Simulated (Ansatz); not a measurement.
# Mg2BeN2 (built on the sites of a database entry of BaMg2Sb2): phonons and vibrational spectra, part 2 of 3

Wanted: phonon frequencies of Mg2BeN2 (built on the sites of a database entry of BaMg2Sb2) and what follows from them.

Ansatz 0.2.0; DFT PBEsol, scalar-relativistic, plane waves, PAW.

So far. Step 4 (Tight relaxation): The largest force component left is 0.056 meV/Å and the pressure is 0.002 GPa, within the tolerances set. The cell now holds 9.94 Å³/atom. The relaxed cell has a = 3.358, c = 5.088 Å (conventional setting).

The structure was built from a prototype and need not be the compound's stable phase.

### 5. Linear response at the zone centre

The zone centre comes first: it holds the modes that light can see, as far as symmetry allows. The response to a homogeneous field gives the Born charges and the dielectric tensor, and its change with displacement the Raman tensors.

Contents of input.yaml:

```yaml
crystal:
  lattice:
    - [3.3580224891, 2.7e-06, 0.0]
    - [-1.6790135829, 2.908131432, 0.0]
    - [0.0, 0.0, 5.0875578533]
  atoms:
    - { symbol: Be, position: [0.0, 0.0, 0.0] }
    - { symbol: Mg, position: [0.3333333333, 0.6666666667, 0.6874943998] }
    - { symbol: Mg, position: [0.6666666667, 0.3333333333, 0.3125056002] }
    - { symbol: "N", position: [0.3333333333, 0.6666666667, 0.2163585109] }
    - { symbol: "N", position: [0.6666666667, 0.3333333333, 0.7836414891] }
kpoints:
  mp_grid: { grid: [9, 9, 6] }
hamiltonian:
  xc: pbesol
scf:
  occupations: { method: fixed }
output:
  eigenvalues: true
phonons:
  method: dfpt
  dielectric: true
  rigid_motions: translations
  raman: true
```

The run is started by

```sh
$ ansatz run input.yaml --threads 8 --pin off --max-ram 14336MiB --backend cpu --events-out ev --progress --plain --runs-dir out
```

Numbers of over 12 decimals in the logs are rounded to 6 here.

What it wrote:

```text
[...]
Crystal: 5 atoms, lattice volume = 49.683 Å³
Basis set: ecut = 420 eV, 953 PW (Γ), exchange–correlation on 48×48×72 points (8 copies of the dense FFT grid, shifted against one another)
Bands: 21, of which v1, the nominal top of the filled ones, is band 16 counted from 1 (15 counted from 0)
Symmetry: 12 space group operations
k-points: 140 of 486 (irreducible under 2 space group operations, time reversal used)
[...]
SCF iter   1: F=—  HF=-4673.122781 eV  |F-HF|=—  |Δ(HF+E_count)|=         —  Δρ=1.16e-2  dr2=7.11e-2  ethr=1.77e-3  ⟨swp⟩=5.0  Hψ=12440  notcnv=0  defer=410
[...]
SCF iter   8: F=-4673.102539 eV  HF=-4673.102539 eV  |F-HF|=9.09e-13  |Δ(HF+E_count)|=  9.09e-12  Δρ=1.49e-7  dr2=1.04e-11  ethr=1.00e-12  ⟨swp⟩=10.7  Hψ=16589  notcnv=0
SCF 1 converged in 8 iterations: F = -4673.102539 eV  dr2 = 1.04e-11
[...]
NSCF: frozen V_eff on 4 k-points
DFPT response loops at Γ: preconditioner auto → Resta (q_TF=auto, 2.535 Å⁻¹)  ε∞=6.7 (no band partly filled); β = 1.00, the filter's whole step (`scf.mixing.beta` (0.50) is not read by the response loops at its default; to damp them type it under 1.00, their step now; it binds the ground state too); Broyden in place of MSR1
── the response to a field inside a basis, on 12×12×8 k-points: an SCF that follows is theirs, and a resumed run solves both again ──
Bands: 17, of which v1, the nominal top of the filled ones, is band 16 counted from 1 (15 counted from 0)
k-points: 312
[...]
Eigensolver: Dense (312 Hₖ)
SCF iter   1: F=—  HF=-4673.102512 eV  |F-HF|=—  |Δ(HF+E_count)|=         —  Δρ=3.09e-4  dr2=7.98e-6  ethr=1.00e-1
[...]
SCF iter   5: F=-4673.102519 eV  HF=-4673.102519 eV  |F-HF|=9.09e-12  |Δ(HF+E_count)|=   1.13e-9  Δρ=2.53e-7  dr2=2.20e-11  ethr=5.33e-12
SCF 1 converged in 5 iterations: F = -4673.102519 eV  dr2 = 2.20e-11
[...]
WARN: field response: ε∞ stands inside a basis, on 12×12×8 points; the force constants stand on the 9×9×6 k-mesh, whose period is 10.00 times the interband length at k = (0.0000, 0.0000, 0.0000), direct gap 1.355 eV, under 14: take them and everything formed from them as unconverged, and compare with a denser kpoints.mp_grid
SCF converged after 8 iterations
Free energy (F): -4673.102539 eV
[...]
Internal energy: -4673.102539 eV  (E = F + TS)
E sigma→0 (E₀):  -4673.102539 eV
Fermi energy:    8.648279 eV
[...]
--- Band table (eV; the first three rows and the last of 140) ---
  k-point 0: bands = [... 12 lower, 6.9946, 7.3213, 7.3213, 8.6483, 10.0036, 11.8983, 14.9229, 14.9229, ... 1 higher]
  k-point 1: bands = [... 12 lower, 7.0156, 7.3042, 7.3042, 7.8389, 10.6744, 11.9636, 14.8745, 14.8745, ... 1 higher]
  k-point 2: bands = [... 12 lower, 7.0689, 7.0689, 7.2575, 7.2575, 11.3730, 12.2885, 14.7846, 14.7846, ... 1 higher]
  k-point 139: bands = [... 12 lower, 4.9893, 5.6799, 7.4968, 7.5196, 12.4673, 13.7476, 15.1895, 15.3318, ... 1 higher]
--- Phonons (Γ-DFPT): 6 representative perturbations + reference, on 140 of 486 k-points (Σ response iterations 17) ---
  k mesh reduced under 2 symmetry operations, with k and −k counted as one. Each operation leaves every solved perturbation unchanged. A smaller set is not considered because the run solves the response to a homogeneous field
  ASR residual: 1.167e-4 → 0.000e0 eV/Å²; symmetrization residual: 1.603e-4 eV/Å²
  ASR residual per site (eV/Å²): 1.17e-4 7.05e-5 7.05e-5 1.01e-4 1.01e-4
  Γ frequencies (cm⁻¹): -212.52 -212.52 -138.27 0.00 0.00 0.00 263.10 263.10 295.51 488.14 565.23 605.61 605.61 605.71 605.71
  ε∞ (high-frequency dielectric tensor):
        6.205403     0.000000    -0.000000
        0.000000     6.205403     0.000000
       -0.000000     0.000000     7.074467
  softest optical mode at Γ: -212.52 cm⁻¹; the repairs (sum rule, projections) moved no ω² at Γ by more than (8.72 cm⁻¹)²
  Born effective charges Z* (e; rows j = field, columns β = displacement):
    site 0:
         2.64247   -0.00000   -0.00000
        -0.00000    2.64247    0.00000
         0.00000   -0.00000    1.82285
    site 1:
         1.57932   -0.00000    0.00000
        -0.00000    1.57932    0.00000
        -0.00000    0.00000    2.07637
    site 2:
         1.57932   -0.00000    0.00000
        -0.00000    1.57932    0.00000
        -0.00000    0.00000    2.07637
    site 3:
        -2.90055    0.00000   -0.00000
         0.00000   -2.90055   -0.00000
         0.00000   -0.00000   -2.98779
    site 4:
        -2.90055    0.00000    0.00000
         0.00000   -2.90055   -0.00000
        -0.00000   -0.00000   -2.98779
  Z* charge neutrality: 1.085e-2 e pre-enforcement
  solved inside a basis spanned on kpoints, on 12×12×8 k-points transformed towards the longest dipole: ε∞ is read to err by 3.2e-2, Z* by 3.0e-2 e (field_mesh: kpoints solves on kpoints); Z* is corrected for what the basis lacks
  Raman tensors (in the event stream and the table raman_tensors.tsv): an entry may err by 2.6e0 Å², one of the second-order susceptibility by 4.3e-20 pm/V (basis, points and sum rule); their sum over the sites missed zero by 3.553e-15 Å² ahead of its enforcement
  optical modes at Γ without the LO–TO term, one row a degenerate level:
      ω (cm⁻¹)  modes    IR ((D/Å)²/amu)  static Raman (Å⁴/amu)  depolarisation
       -212.52      2            62.9709                 0.0000               —
       -138.27      1            42.1314                 0.0000               —
        263.10      2             0.0000                 0.3436           0.750
        295.51      1             0.0000                72.6921           0.194
        488.14      1             0.0000               639.5340           0.059
        565.23      1             3.9663                 0.0000               —
        605.61      2             0.0000                41.0228           0.750
        605.71      2            37.6792                 0.0000               —
  optical modes at Γ + LO–TO along q̂ = [1.0000, 0.0000, 0.0000]:
      ω (cm⁻¹)  modes    IR ((D/Å)²/amu)  static Raman (Å⁴/amu)  depolarisation
       -212.52      1            31.4854                 0.0000               —
       -138.27      1            42.1314                 0.0000               —
        263.10      2             0.0000                 0.3436           0.750
        295.51      1             0.0000                72.6921           0.194
        317.81      1            12.0069                 0.0000               —
        488.14      1             0.0000               639.5340           0.059
        565.23      1             3.9663                 0.0000               —
        605.61      2             0.0000                41.0228           0.750
        605.71      1            18.8396                 0.0000               —
        754.23      1            38.3181                 0.0000               —
  optical modes at Γ + LO–TO along q̂ = [0.0000, 1.0000, 0.0000]:
      ω (cm⁻¹)  modes    IR ((D/Å)²/amu)  static Raman (Å⁴/amu)  depolarisation
       -212.52      1            31.4854                 0.0000               —
       -138.27      1            42.1314                 0.0000               —
        263.10      2             0.0000                 0.3436           0.750
        295.51      1             0.0000                72.6921           0.194
        317.81      1            12.0069                 0.0000               —
        488.14      1             0.0000               639.5340           0.059
        565.23      1             3.9663                 0.0000               —
        605.61      2             0.0000                41.0228           0.750
        605.71      1            18.8396                 0.0000               —
        754.23      1            38.3181                 0.0000               —
  optical modes at Γ + LO–TO along q̂ = [0.0000, 0.0000, 1.0000]:
      ω (cm⁻¹)  modes    IR ((D/Å)²/amu)  static Raman (Å⁴/amu)  depolarisation
       -212.52      2            62.9709                 0.0000               —
        263.10      2             0.0000                 0.3436           0.750
        295.51      1             0.0000                72.6921           0.194
        441.69      1            23.1221                 0.0000               —
        488.14      1             0.0000               639.5340           0.059
        605.61      2             0.0000                41.0228           0.750
        605.71      2            37.6792                 0.0000               —
        620.48      1            22.9755                 0.0000               —
```

It took 3.9 min on 8 threads of Arm Neoverse V2, shared host; peak memory 2.9 GiB.

This step gave:

```yaml
sum_rule_residual_before_enforcement: 1.17e-4 eV/Å²
miss_of_the_charge_sum_rule: 0.01085 e
estimated_error_of_the_dielectric_tensor: 0.03198
estimated_error_of_the_born_charges: 0.03033 e
point_group: -3m
highest_optical_mode_at_the_zone_centre_no_lo_to_term: 605.7 cm⁻¹
lowest_optical_zone_centre_mode: -212.5 cm⁻¹
mean_high_frequency_dielectric_constant: 6.495
largest_born_charge_third_of_the_trace: -2.930 e
top_of_the_zone_centre_spectrum_with_the_field: 754.2 cm⁻¹
```

Without the LO-TO term. Patterns of degenerate modes are one choice out of their space. The modes at Γ (shares of kinetic energy by element, %) (negative means imaginary):

```
mode  frequency (cm⁻¹)  symmetry  Be %  Mg %  N %
   1            -212.5        Eu    85     1   14
   2            -212.5        Eu    85     1   14
   3            -138.3       A2u     3    30   67
   4               0.0  acoustic    11    57   33
   5               0.0  acoustic    11    57   33
   6               0.0  acoustic    11    57   33
   7             263.1        Eg     0    61   39
   8             263.1        Eg     0    61   39
   9             295.5       A1g     0    79   21
  10             488.1       A1g     0    21   79
  11             565.2       A2u    87    13    0
  12             605.6        Eg     0    39   61
  13             605.6        Eg     0    39   61
  14             605.7        Eu     5    42   53
  15             605.7        Eu     5    42   53
```

Displacements in mode 1 (-212.5 cm⁻¹), the largest set to 1:
```
Be1 -0.95  1.00  0.00
Mg2  0.05 -0.05  0.00
Mg3  0.05 -0.05  0.00
N4   0.22 -0.23  0.00
N5   0.22 -0.23  0.00
```

Displacements in mode 15 (605.7 cm⁻¹), the largest set to 1:
```
Be1 -0.01  0.52  0.00
Mg2  0.02 -0.67  0.00
Mg3  0.02 -0.67  0.00
N4  -0.02  1.00  0.00
N5  -0.02  1.00  0.00
```

Optical modes at the zone centre, without and with the macroscopic field of the longitudinal modes; each column is sorted by frequency, so a row need not hold one and the same mode. Modes with and without the field, by row:

```
rank among optical modes  no field (cm⁻¹)  q along (1, 0, 0) (cm⁻¹)  q along (0, 0, 1) (cm⁻¹)
                       1           -212.5                    -212.5                    -212.5
                       2           -212.5                    -138.3                    -212.5
                       3           -138.3                     263.1                     263.1
                       4            263.1                     263.1                     263.1
                       5            263.1                     295.5                     295.5
                       6            295.5                     317.8                     441.7
                       7            488.1                     488.1                     488.1
                       8            565.2                     565.2                     605.6
                       9            605.6                     605.6                     605.6
                      10            605.6                     605.6                     605.7
                      11            605.7                     605.7                     605.7
                      12            605.7                     754.2                     620.5
```

Born charge (rows field, columns displacement) (e), principal values of the symmetric part by kind of site:

```
atom  atoms with these values    low  middle   high   mean
 Be1                        1   1.82    2.64   2.64   2.37
 Mg2                        2   1.58    1.58   2.08   1.74
  N4                        2  -2.99   -2.90  -2.90  -2.93
```

In full for Mg2:

```
1.58 0.00 0.00
0.00 1.58 0.00
0.00 0.00 2.08
```

High-frequency dielectric tensor:

```
6.21 0.00 0.00
0.00 6.21 0.00
0.00 0.00 7.07
```

Transverse modes; imaginary modes are left out. Infrared lines, with heights relative to the strongest:

```
position (cm⁻¹)  lines merged  relative intensity
            263             1                 0.0
            296             1                 0.0
            488             1                 0.0
            565             1                  11
            606             2                 100
```

Activity x (w_L - w)^4 (n + 1)/w, 532 nm, 300 K; imaginary modes are left out; the tensors are static ones, while 532 nm light lies above the computed direct gap, where resonance would change the heights; modes without the macroscopic field alone. Lines of the Raman spectrum (strongest = 100):

```
position (cm⁻¹)  lines merged  relative intensity
            263             1                 0.1
            296             1                  23
            488             1                 100
            565             1                 0.0
            606             2                 4.8
```

Before it was imposed, the acoustic sum rule was missed by 1.2e-4 eV/Å² and the charge sum rule by 0.011 e. Small misses are needed for a sound result but don't prove that mesh and cutoff are converged. The lowest optical mode is imaginary, 212.5i cm⁻¹, so the energy falls along it.

The log warns of the k mesh: “the force constants stand on the 9×9×6 k-mesh, whose period is 10.00 times the interband length at k = (0.0000, 0.0000, 0.0000), direct gap 1.355 eV, under 14: take them and everything formed from them as unconverged”.

[end of part 2 of 3]

[Logs are printed without paths, hosts, clocks, repeated set-up lines and the standing remarks that a program may print on its own settings, such as how far it seeks lower states.]

[Hosts, paths, dates, database ids (printed as entryN), source tags and the programs' standing remarks are cut or masked in the printed files.]
